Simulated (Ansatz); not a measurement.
# S on Ag(100): change of the work function

Wanted: Δφ(θ) for S/Ag(100), starting from the hollow site.

Method: plane-wave DFT, PBE, Ansatz PAW, in Ansatz 0.2.0.

Most raw output is cut from this account.

## (1) Set-up

The cell holds 4 atoms: 4 Ag. Cell: a = 2.892 Å, b = 2.892 Å, c = 24.135 Å, α = 90.0°, β = 90.0°, γ = 90.0°. Vacuum lies along c.

## (2) The clean slab

The bare slab comes first, as the zero from which every change is counted. The two lowest layers are held at bulk places and the upper ones relax. The dipole correction removes the false field that a one-sided slab makes across the periodic vacuum, so each face gets a flat vacuum level of its own.

The input, input.yaml:

```yaml
crystal:
  lattice:
    - [2.8920667351, 0.0, 0.0]
    - [0.0, 2.8920667351, 0.0]
    - [0.0, 0.0, 24.135]
  atoms:
    - { symbol: Ag, position: [0.5, 0.5, 0.3729024239] }
    - { symbol: Ag, position: [0.0, 0.0, 0.4576341413] }
    - { symbol: Ag, position: [0.5, 0.5, 0.5423658587] }
    - { symbol: Ag, position: [0.0, 0.0, 0.6270975761] }
kpoints:
  mp_grid: { grid: [12, 12, 1] }
hamiltonian:
  xc: pbe
scf:
  occupations: { method: fermi_dirac, width: 0.1 }
  convergence: { dr2_threshold: 1.0e-08 }
efield:
  axis: 3
  dipole_correction: true
  ramp_position: 0.97
  ramp_width: 0.06
relax:
  f_tol: 0.02
  max_steps: 60
  constraints: [{ sites: [0, 1] }]
output:
  write_potential: true
  write_density: true
  volumetric_format: npy
```

Command:

```sh
$ ansatz run input.yaml --threads 4 --pin off --max-ram 6144MiB --backend cpu --events-out ev --progress --plain --runs-dir out
```

Wall time 4.8 s (4 threads of AMD EPYC 9R45, shared host); peak memory 0.64 GiB.

The steps of the relaxation:

| step | energy less that of the first step (eV) | largest force component (eV/Å) |
| --- | --- | --- |
| 1 | 0.0000 | 0.1102 |
| 2 | -0.0053 | 0.0860 |
| 3 | -0.0083 | 0.0061 |

Forces are held to the 8 operations that the run works with; a distortion that breaks them can't arise in this run.

The atoms that moved most (Å):

| atom | dx | dy | dz | length |
| --- | --- | --- | --- | --- |
| Ag4 | 0.000 | 0.000 | 0.093 | 0.093 |
| Ag3 | 0.000 | 0.000 | 0.063 | 0.063 |

The relaxed structure:

```cif
data_structure
_symmetry_space_group_name_H-M 'P 1'
_symmetry_Int_Tables_number 1
_cell_length_a 2.8921
_cell_length_b 2.8921
_cell_length_c 24.1350
_cell_angle_alpha 90.000
_cell_angle_beta 90.000
_cell_angle_gamma 90.000
_cell_volume 201.87
loop_
_atom_site_label
_atom_site_type_symbol
_atom_site_fract_x
_atom_site_fract_y
_atom_site_fract_z
_atom_site_occupancy
Ag1 Ag 0.50000 0.50000 0.37290 1
Ag2 Ag 0.00000 0.00000 0.45763 1
Ag3 Ag 0.50000 0.50000 0.54498 1
Ag4 Ag 0.00000 0.00000 0.63095 1
```

This step gave:

```
energy at zero smearing   : -30361.3337 eV
work function, upper face : 4.243 eV
dipole along the normal   : -4.24e-4 e·Å
```

Running mean over 2.045 Å of the planar mean; the ramp of the sawtooth is left out. Electron's electrostatic potential energy less the Fermi level against z:

| z (Å) | electron's electrostatic potential energy less the Fermi level (eV) |
| --- | --- |
| 3 | 4.23 |
| 4 | 4.23 |
| 5 | 4.23 |
| 6 | 4.18 |
| 7 | 3.63 |
| 8 | -1.25 |
| 9 | -5.66 |
| 10 | -5.98 |
| 11 | -5.98 |
| 12 | -5.59 |
| 13 | -5.89 |
| 14 | -5.79 |
| 15 | -5.75 |
| 16 | -2.77 |
| 17 | 3.10 |
| 18 | 4.16 |
| 19 | 4.24 |
| 20 | 4.24 |
| 21 | 4.24 |

The relaxation took 3 steps and lowered the energy by 0.0083 eV; the largest force on the free atoms ends at 0.0061 eV/Å.

The work function of the upper face is 4.24 eV.

## (3) Adsorbate added, k-mesh 6×6×1, coverage 0.25 ML

System of this step: Ag16S (S/Ag(100)). The cell holds 17 atoms: 16 Ag and 1 S. Its edges and angles: a = 5.784 Å, b = 5.784 Å, c = 25.793 Å, α = 90.0°, β = 90.0°, γ = 90.0°. Vacuum lies along c.

The clean slab as it ended is repeated in the plane and the adsorbate is set on one face; the cell's size fixes the coverage, and the k-mesh shrinks with it to keep the sampling density about even. Adsorbate and upper layers relax, since the dipole depends on the height.

The input, input.yaml:

```yaml
crystal:
  lattice:
    - [5.7841334702, 0.0, 0.0]
    - [0.0, 5.7841334702, 0.0]
    - [0.0, 0.0, 25.7927435579]
  atoms:
    - { symbol: Ag, position: [0.25, 0.25, 0.34893535] }
    - { symbol: Ag, position: [0.0, 0.0, 0.4282212156] }
    - { symbol: Ag, position: [0.25, 0.25, 0.5099493713] }
    - { symbol: Ag, position: [0.0, 0.0, 0.590396412] }
    - { symbol: Ag, position: [0.25, 0.75, 0.34893535] }
    - { symbol: Ag, position: [0.0, 0.5, 0.4282212156] }
    - { symbol: Ag, position: [0.25, 0.75, 0.5099493713] }
    - { symbol: Ag, position: [0.0, 0.5, 0.590396412] }
    - { symbol: Ag, position: [0.75, 0.25, 0.34893535] }
    - { symbol: Ag, position: [0.5, 0.0, 0.4282212156] }
    - { symbol: Ag, position: [0.75, 0.25, 0.5099493713] }
    - { symbol: Ag, position: [0.5, 0.0, 0.590396412] }
    - { symbol: Ag, position: [0.75, 0.75, 0.34893535] }
    - { symbol: Ag, position: [0.5, 0.5, 0.4282212156] }
    - { symbol: Ag, position: [0.75, 0.75, 0.5099493713] }
    - { symbol: Ag, position: [0.5, 0.5, 0.590396412] }
    - { symbol: S, position: [0.25, 0.25, 0.65106465] }
kpoints:
  mp_grid: { grid: [6, 6, 1] }
hamiltonian:
  xc: pbe
scf:
  occupations: { method: fermi_dirac, width: 0.1 }
  convergence: { dr2_threshold: 1.0e-08 }
efield:
  axis: 3
  dipole_correction: true
  ramp_position: 0.97
  ramp_width: 0.06
relax:
  f_tol: 0.02
  max_steps: 60
  constraints: [{ sites: [0, 1, 4, 5, 8, 9, 12, 13] }]
output:
  dos: { projected: true, e_range: [-8, 4] }
  write_potential: true
  write_density: true
  volumetric_format: npy
  elf: true
```

Elapsed: 48 s, on 4 threads; peak memory 3.9 GiB.

Relaxation path:

| step | energy less that of the first step (eV) | largest force component (eV/Å) |
| --- | --- | --- |
| 1 | 0.0000 | 0.5395 |
| 2 | -0.0660 | 0.2509 |
| 3 | -0.0804 | 0.0916 |
| 4 | -0.0812 | 0.0024 |

The run keeps the 8 symmetry operations that it works with, so distortions that break them were not tested.

The atoms that moved most (Å):

| atom | dx | dy | dz | length |
| --- | --- | --- | --- | --- |
| S17 | 0.000 | 0.000 | -0.096 | 0.096 |
| Ag15 | 0.000 | 0.000 | 0.087 | 0.087 |
| Ag16 | 0.023 | 0.023 | 0.047 | 0.058 |
| Ag12 | 0.023 | -0.023 | 0.047 | 0.058 |
| Ag8 | -0.023 | 0.023 | 0.047 | 0.058 |
| Ag4 | -0.023 | -0.023 | 0.047 | 0.058 |
| Ag3 | 0.000 | 0.000 | -0.047 | 0.047 |
| Ag7 | 0.000 | 0.000 | -0.017 | 0.017 |

Final coordinates:

```xyz
17
Lattice="5.7841 0.0000 0.0000 0.0000 5.7841 0.0000 0.0000 0.0000 25.7927" Properties=species:S:1:pos:R:3
Ag    1.4460    1.4460    9.0000
Ag    0.0000    0.0000   11.0450
Ag    1.4460    1.4460   13.1063
Ag   -0.0233   -0.0233   15.2754
Ag    1.4460    4.3381    9.0000
Ag    0.0000    2.8921   11.0450
Ag    1.4460    4.3381   13.1361
Ag   -0.0233    2.9153   15.2754
Ag    4.3381    1.4460    9.0000
Ag    2.8921    0.0000   11.0450
Ag    4.3381    1.4460   13.1361
Ag    2.9153   -0.0233   15.2754
Ag    4.3381    4.3381    9.0000
Ag    2.8921    2.8921   11.0450
Ag    4.3381    4.3381   13.2396
Ag    2.9153    2.9153   15.2754
S     1.4460    1.4460   16.6964
```

Numbers from this step:

| Property | Result |
| --- | --- |
| energy at zero smearing | -122348.3477 eV |
| work function, upper face | 5.140 eV |
| work function, lower face | 4.182 eV |
| dipole along the normal | -0.1772 e·Å |
| step between the vacuum levels | 0.9586 eV |

Running mean over 2.045 Å of the planar mean; the ramp of the sawtooth is left out. Electron's electrostatic potential energy less the Fermi level against z:

| z (Å) | electron's electrostatic potential energy less the Fermi level (eV) |
| --- | --- |
| 4 | 4.18 |
| 5 | 4.18 |
| 6 | 4.13 |
| 7 | 3.58 |
| 8 | -1.28 |
| 9 | -5.68 |
| 10 | -5.99 |
| 11 | -6.00 |
| 12 | -5.58 |
| 13 | -5.82 |
| 14 | -5.50 |
| 15 | -5.88 |
| 16 | -4.41 |
| 17 | 1.54 |
| 18 | 4.29 |
| 19 | 5.09 |
| 20 | 5.14 |
| 21 | 5.14 |
| 22 | 5.14 |

The density of states has structure finer than the step of the table below, so its rows give means over 0.25 eV, whole bins alone (the curve runs from -8 to 1.98 eV). Peaks (eV: height): -5.200: 83.0, -4.840: 86.3, -4.420: 96.0, -4.360: 78.9, -3.910: 77.8, -3.550: 70.3, -3.220: 71.2.

The density of states by energy, zero at the Fermi level; means over each step:

energy (eV), density of states (states/eV a cell) and a bar:
```
    -7.25        0.0 
    -7.00        1.1 #
    -6.75        1.5 #
    -6.50        1.9 #
    -6.25        2.3 #
    -6.00       24.7 ############
    -5.75       44.4 ######################
    -5.50       49.3 ########################
    -5.25       48.0 #######################
    -5.00       41.3 ####################
    -4.75       46.2 #######################
    -4.50       58.9 #############################
    -4.25       55.3 ###########################
    -4.00       56.6 ############################
    -3.75       51.0 #########################
    -3.50       59.7 #############################
    -3.25       61.4 ##############################
    -3.00       49.5 ########################
    -2.75       13.8 #######
    -2.50        3.5 ##
    -2.25        6.4 ###
    -2.00        6.1 ###
    -1.75        6.0 ###
    -1.50        8.0 ####
    -1.25        4.6 ##
    -1.00        4.1 ##
    -0.75        5.4 ###
    -0.50        2.9 #
    -0.25        5.0 ##
     0.00        5.3 ###
     0.25        6.2 ###
     0.50        4.6 ##
     0.75        4.7 ##
     1.00        6.5 ###
     1.25        2.5 #
     1.50        5.5 ###
     1.75        4.0 ##
```

Projected DOS per atom over height of the atomic layer and energy from the Fermi level. Layers: Ag4 Ag4 Ag4 Ag4 S from below.

Ten even steps from '0' (0.00 states/eV) to '9' (4.26 states/eV), each cell a mean:
```
00000
00000
00000
00000
00001
00000
00001
00004
00003
00002
32321
99870
96791
95691
77761
66672
58752
16521
00000
00000
00000
00000
```
Columns: height of the atomic layer (Å) from 9 to 16.7 (not evenly spaced); rows upwards: energy from the Fermi level (eV) from -7.96 to 1.95.

Electrostatic potential energy in the ca plane at fractional y = 0.250, with atoms of Ag and S within 0.2 Å of it. With pseudopotentials it is smooth inside the atoms' cores, unlike the true potential.

Ten even steps from '0' (-36 eV) to '9' (8 eV), each cell a mean:
```
99888899989998888999899999999999999999999999
97434789999985336899999999999999999999999999
84100489999862002689999999999999999999999999
73000279999851001589999999999999999999999999
84101489999862002689999999999999999999999999
97534789999985446899999999999999999999999999
99888899989998888999899999999999999999999999
99888999889998889999889999999999999999999999
98766899999987667899998777899999999999999999
86212589999873114799997312589999999999999999
73000379999851001689985010289999999999999999
73000379999851001689985010289999999999999999
86212589999873114799997311589999999999999999
98766899999987667899998877899999999999999999
99888999889999889999889999999999999999999999
```
Columns run along c (16.0 Å, from fractional 0.31 to 0.93 of the cell; values clipped at the 3rd and 97th percentile), rows up along a (5.8 Å). Atoms in or near the plane, at fractional coordinates: Ag at (0.35, 0.25), Ag at (0.51, 0.25), Ag at (0.35, 0.75), Ag at (0.51, 0.75), S at (0.65, 0.25).

ELF in the ca plane at fractional y = 0.250, with atoms of Ag and S within 0.2 Å of it. It is the smooth field of the valence electrons, not physical close to the nuclei.

Values, 8 rows by 16 columns, each cell a mean:
```
0.21 0.27 0.18 0.16 0.19 0.28 0.17 0.14 0.14 0.13 0.05 0.01 0.00 0.00 0.00 0.00
0.39 0.65 0.22 0.15 0.31 0.67 0.26 0.13 0.07 0.02 0.00 0.00 0.00 0.00 0.00 0.00
0.35 0.56 0.21 0.15 0.28 0.58 0.24 0.14 0.08 0.02 0.01 0.00 0.00 0.00 0.00 0.00
0.17 0.21 0.18 0.16 0.19 0.21 0.17 0.15 0.19 0.25 0.10 0.01 0.00 0.00 0.00 0.00
0.20 0.27 0.18 0.16 0.20 0.28 0.16 0.18 0.61 0.76 0.44 0.06 0.00 0.00 0.00 0.00
0.39 0.65 0.22 0.16 0.33 0.67 0.24 0.28 0.56 0.70 0.68 0.12 0.01 0.00 0.00 0.00
0.34 0.56 0.21 0.16 0.29 0.57 0.21 0.26 0.65 0.77 0.64 0.11 0.00 0.00 0.00 0.00
0.17 0.21 0.18 0.16 0.19 0.21 0.16 0.16 0.49 0.65 0.34 0.05 0.00 0.00 0.00 0.00
```
Columns run along c (16.0 Å, from fractional 0.31 to 0.93 of the cell), rows up along a (5.8 Å). Atoms in or near the plane, at fractional coordinates: Ag at (0.35, 0.25), Ag at (0.51, 0.25), Ag at (0.35, 0.75), Ag at (0.51, 0.75), S at (0.65, 0.25).

Valence density in the ca plane at fractional y = 0.250, with atoms of Ag and S within 0.2 Å of it. It is the smooth field of the valence electrons, not physical close to the nuclei.

Ten steps, logarithmic in the rise over the least value, from '0' (0 e/Å³) to '9' (18 e/Å³), each cell a mean:
```
01222111111111221111111000000000000000000000
12455311111124553211110000000000000000000000
25798521101137886311000000000000000000000000
26899621001148997410000000000000000000000000
15788521101137886311000000000000000000000000
12455311111124554211110000000000000000000000
01222111111111221111111000000000000000000000
01111111111111111111111111000000000000000000
01343211111112332111112232210000000000000000
14677421111136775211113344320000000000000000
25899621001148997310123333421000000000000000
25899621001148997310123323421000000000000000
14676421111135775211113344320000000000000000
01333211111112332111112232210000000000000000
01111111111111111111111111000000000000000000
```
Columns run along c (16.0 Å, from fractional 0.31 to 0.93 of the cell), rows up along a (5.8 Å). Atoms in or near the plane, at fractional coordinates: Ag at (0.35, 0.25), Ag at (0.51, 0.25), Ag at (0.35, 0.75), Ag at (0.51, 0.75), S at (0.65, 0.25).

The relaxation took 4 steps and lowered the energy by 0.081 eV; the largest force on the free atoms ends at 0.0024 eV/Å.

By hand: a sheet of dipoles makes a step −p/(ε₀A) in the electron's potential. With e/ε₀ = 180.95 V·Å, p = -0.1772 e·Å and A = 33.46 Å², that is −180.95 × (-0.1772) / 33.46 = +0.959 eV, and the two vacuum levels of the run differ by +0.959 eV.

The covered face has 5.14 eV, +0.90 eV against the clean one; the bare back face has moved by -0.05 eV, a measure of how thin the slab is.

## (4) Adsorbate added, k-mesh 12×12×1, coverage 1 ML

System of this step: Ag4S (S/Ag(100)). The cell holds 5 atoms: 4 Ag and 1 S. Cell: a = 2.892 Å, b = 2.892 Å, c = 25.793 Å, α = 90.0°, β = 90.0°, γ = 90.0°. Vacuum lies along c.

Another coverage, to see how the dipoles act on each other as their distance changes.

input.yaml, the sections that differ from step 3:

```yaml
crystal:
  lattice:
    - [2.8920667351, 0.0, 0.0]
    - [0.0, 2.8920667351, 0.0]
    - [0.0, 0.0, 25.7927435579]
  atoms:
    - { symbol: Ag, position: [0.5, 0.5, 0.34893535] }
    - { symbol: Ag, position: [0.0, 0.0, 0.4282212156] }
    - { symbol: Ag, position: [0.5, 0.5, 0.5099493713] }
    - { symbol: Ag, position: [0.0, 0.0, 0.590396412] }
    - { symbol: S, position: [0.5, 0.5, 0.65106465] }
kpoints:
  mp_grid: { grid: [12, 12, 1] }
relax:
  f_tol: 0.02
  max_steps: 60
  constraints: [{ sites: [0, 1] }]
output:
  write_potential: true
  write_density: true
  volumetric_format: npy
# hamiltonian, scf, efield: as in step 3
```

Run time: 6.9 s. Hardware: 4 threads; peak memory 0.71 GiB; 26 s of CPU time.

The steps of the relaxation:

| step | energy less that of the first step (eV) | largest force component (eV/Å) |
| --- | --- | --- |
| 1 | 0.0000 | 1.2081 |
| 2 | -0.1335 | 0.5721 |
| 3 | -0.1852 | 0.0398 |
| 4 | -0.1856 | 0.0055 |

The run keeps the 8 symmetry operations that it works with, so distortions that break them were not tested.

The atoms that moved most (Å):

| atom | dx | dy | dz | length |
| --- | --- | --- | --- | --- |
| S5 | 0.000 | 0.000 | 0.402 | 0.402 |
| Ag4 | 0.000 | 0.000 | 0.071 | 0.071 |
| Ag3 | 0.000 | 0.000 | 0.008 | 0.008 |

Final coordinates:

```
Ag S
1.0
     2.89207    0.00000    0.00000
     0.00000    2.89207    0.00000
     0.00000    0.00000   25.79274
Ag S
4 1
Direct
  0.50000 0.50000 0.34894
  0.00000 0.00000 0.42822
  0.50000 0.50000 0.51024
  0.00000 0.00000 0.59315
  0.50000 0.50000 0.66664
```

Numbers from this step:

| Quantity | Value |
| --- | --- |
| energy at zero smearing | -31263.0246 eV |
| work function, upper face | 5.932 eV |
| work function, lower face | 4.266 eV |
| dipole along the normal | -0.07704 e·Å |
| step between the vacuum levels | 1.667 eV |

Running mean over 2.045 Å of the planar mean; the ramp of the sawtooth is left out. Table of electron's electrostatic potential energy less the Fermi level by z:

| z (Å) | electron's electrostatic potential energy less the Fermi level (eV) |
| --- | --- |
| 3.5 | 4.27 |
| 4.0 | 4.27 |
| 4.5 | 4.26 |
| 5.0 | 4.26 |
| 5.5 | 4.25 |
| 6.0 | 4.22 |
| 6.5 | 4.10 |
| 7.0 | 3.66 |
| 7.5 | 1.98 |
| 8.0 | -1.22 |
| 8.5 | -4.27 |
| 9.0 | -5.64 |
| 9.5 | -5.90 |
| 10.0 | -5.97 |
| 10.5 | -6.01 |
| 11.0 | -5.98 |
| 11.5 | -5.74 |
| 12.0 | -5.51 |
| 12.5 | -5.56 |
| 13.0 | -5.75 |
| 13.5 | -5.61 |
| 14.0 | -5.31 |
| 14.5 | -5.33 |
| 15.0 | -5.64 |
| 15.5 | -5.90 |
| 16.0 | -6.07 |
| 16.5 | -5.59 |
| 17.0 | -4.46 |
| 17.5 | -3.07 |
| 18.0 | -0.391 |
| 18.5 | 2.97 |
| 19.0 | 5.19 |
| 19.5 | 5.78 |
| 20.0 | 5.90 |
| 20.5 | 5.93 |
| 21.0 | 5.93 |
| 21.5 | 5.93 |
| 22.0 | 5.93 |
| 22.5 | 5.93 |

The relaxation took 4 steps and lowered the energy by 0.19 eV; the largest force on the free atoms ends at 0.0055 eV/Å.

The covered face has 5.93 eV, +1.69 eV against the clean one; the bare back face has moved by +0.03 eV, a measure of how thin the slab is.

## (5) Work function against coverage

This step: plane-wave DFT, PBE, Ansatz PAW; work function against coverage (Ansatz 0.2.0).

The runs are now put side by side.

Numbers from this step:

| Quantity | Value |
| --- | --- |
| work function of the clean face | 4.243 eV |
| largest change of the work function | 1.689 eV |

The work function of the covered face by coverage:

| coverage (adsorbates/nm²) | work function of the covered face (eV) |
| --- | --- |
| 0.00 | 4.24 |
| 2.99 | 5.14 |
| 11.96 | 5.93 |

The dipole per adsorbate comes from the change of the cell's dipole. Coverage, by row:

| coverage (1/nm²) | coverage (ML) | work function (eV) | change (eV) | dipole per adsorbate, positive end outwards (debye) | mean height of the added atoms over the highest substrate atom (Å) |
| --- | --- | --- | --- | --- | --- |
| 2.989 | 0.25 | 5.14 | 0.8974 | -0.843 | 1.421 |
| 11.96 | 1 | 5.932 | 1.689 | -0.368 | 1.896 |

## (6) Outcome

| Quantity | Value |
| --- | --- |
| work function of the clean face | 4.24 eV |
| work function at 0.25 ML | 5.14 eV |
| work function at 1 ML | 5.93 eV |
| dipole per adsorbate at 0.25 ML, positive end outwards | -0.84 D |

In words: S raises the work function of Ag(100) at the lowest coverage, by 0.90 eV: the adsorbate layer has its negative end outwards. At the highest coverage the adsorbates are pressed to about 2.9 Å, closer than unbonded atoms of this kind usually come, so a real layer may not reach it. The slab has 4 layers, at the tabulated experimental lattice constant, one starting site was run, and quantum-size effects of a slab this thin can reach one or two tenths of an eV.

[Logs are printed without paths, hosts, clocks, repeated set-up lines and the standing remarks that a program may print on its own settings, such as how far it seeks lower states.]

[Hosts, paths, dates, database ids (printed as entryN), source tags and the programs' standing remarks are cut or masked in the printed files.]

[Maps of the electrostatic potential energy from Ansatz leave out the sawtooth potential of an applied field or a dipole correction, so their vacuum need not be flat; planar profiles and work functions include it.]
